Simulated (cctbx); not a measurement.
**A disordered crystal of nominal Tb6Lu2Re**

Cell a = 8.9920 Å, b = 8.9920 Å, c = 3.7410 Å, α = 90.00°, β = 90.00°, γ = 120.00°; space group P-62m (no. 189); nominal formula Tb6Lu2Re.

The data are simulated with cctbx, not measured: Mo Kα, λ = 0.71073 Å, to d = 0.65 Å, 50 % of the full sphere, strongest reflection 40000 counts, noise from counting, a 2 % proportional error and a noise floor of 4 counts (s.d.); no absorption, and some extinction, which the refinements don't model.

With every site full:

```text
Rint 0.024, 401 unique reflections to 0.65 A
cycle     R1     wR2    GooF  max shift (A)
   1  0.0901  0.2515  12.889   0.00036
   2  0.0142  0.0391   2.003   0.00000
final R1 0.0142 wR2 0.0391 GooF 2.003  parameters 12  data/parameter 33.4
atom        x        y        z      Ueq    occ   su(xyz)  su(Uiso or U11)
Re1    0.00000  0.00000  0.50000   0.0314  1.000  0.00000  0.0003
Lu1    0.66667  0.33333  0.00000   0.0138  1.000  0.00000  0.0001
Tb1    0.00000  0.28402  0.00000   0.0232  1.000  0.00007  0.0003
Tb2    0.00000  0.61494  0.50000   0.0234  1.000  0.00007  0.0003
difference map: max 0.68 min -3.66 rms 0.29
Q1    0.0000  0.2439  0.0000    3    0.70  0.36 A from Tb1
Q2    0.0387  0.3545  0.0000    6    0.69  0.55 A from Tb1
Q3    0.0983  0.3013  0.5000    6    0.68  2.04 A from Tb1
Q4    0.0000  0.1161  0.0000    3    0.62  1.51 A from Tb1
Q5    0.1634  0.4736  0.5000    6    0.58  2.38 A from Tb2
Q6    0.1781  0.6152  0.5000    6    0.54  1.60 A from Tb2
```

With the occupancies of the suspect sites free, each still typed as its main element:

```text
Rint 0.024, 401 unique reflections to 0.65 A
cycle     R1     wR2    GooF  max shift (A)
   1  0.1485  0.3450  17.709   0.00019
  10  0.0079  0.0179   0.917   0.00001
final R1 0.0079 wR2 0.0178 GooF 0.915  parameters 13  data/parameter 30.8
atom        x        y        z      Ueq    occ   su(xyz)  su(Uiso or U11)
Re1    0.00000  0.00000  0.50000   0.0275  0.898  0.00000  0.0002
Lu1    0.66667  0.33333  0.00000   0.0141  1.000  0.00000  0.0001
Tb1    0.00000  0.28394  0.00000   0.0237  1.000  0.00003  0.0001
Tb2    0.00000  0.61490  0.50000   0.0238  1.000  0.00003  0.0001
su of occupancy Re1: 0.003
difference map: max 0.37 min -0.63 rms 0.12
Q1    0.0000  0.0000  0.2260    2    0.41  1.03 A from Re1
Q2    0.1763  0.4770  0.5000    6    0.38  2.40 A from Tb2
Q3    0.0000  0.8000  0.0000    3    0.37  2.27 A from Tb1
Q4    0.1929  0.7846  0.0000    6    0.33  1.68 A from Tb1
Q5    0.0000  0.5195  0.2439    6    0.33  1.29 A from Tb2
Q6    0.0000  0.8530  0.3436    6    0.32  1.45 A from Re1
```

**Question.** What is the disorder?

X-rays count electrons. Re1 refines to 0.898(0.003), or 67.4 electrons; the site truly holds 0.9 Re, 67.5 electrons, which is 0.900 of Re. A value under 1 can't tell vacancies from a lighter guest, and one over 1 needs a heavier guest; chemistry or a second radiation must settle which. Occupancy correlates with U and the scale, so the match is approximate.

Freeing them takes R1 from 0.0142 to 0.0079 and GooF from 2.00 to 0.92.

This is a model crystal, built by substitution and not relaxed, with assumed displacement parameters.

[Middle refinement cycles are left out of these outputs.]

[Logs are printed without paths, hosts, clocks, repeated set-up lines and the standing remarks that a program may print on its own settings, such as how far it seeks lower states.]
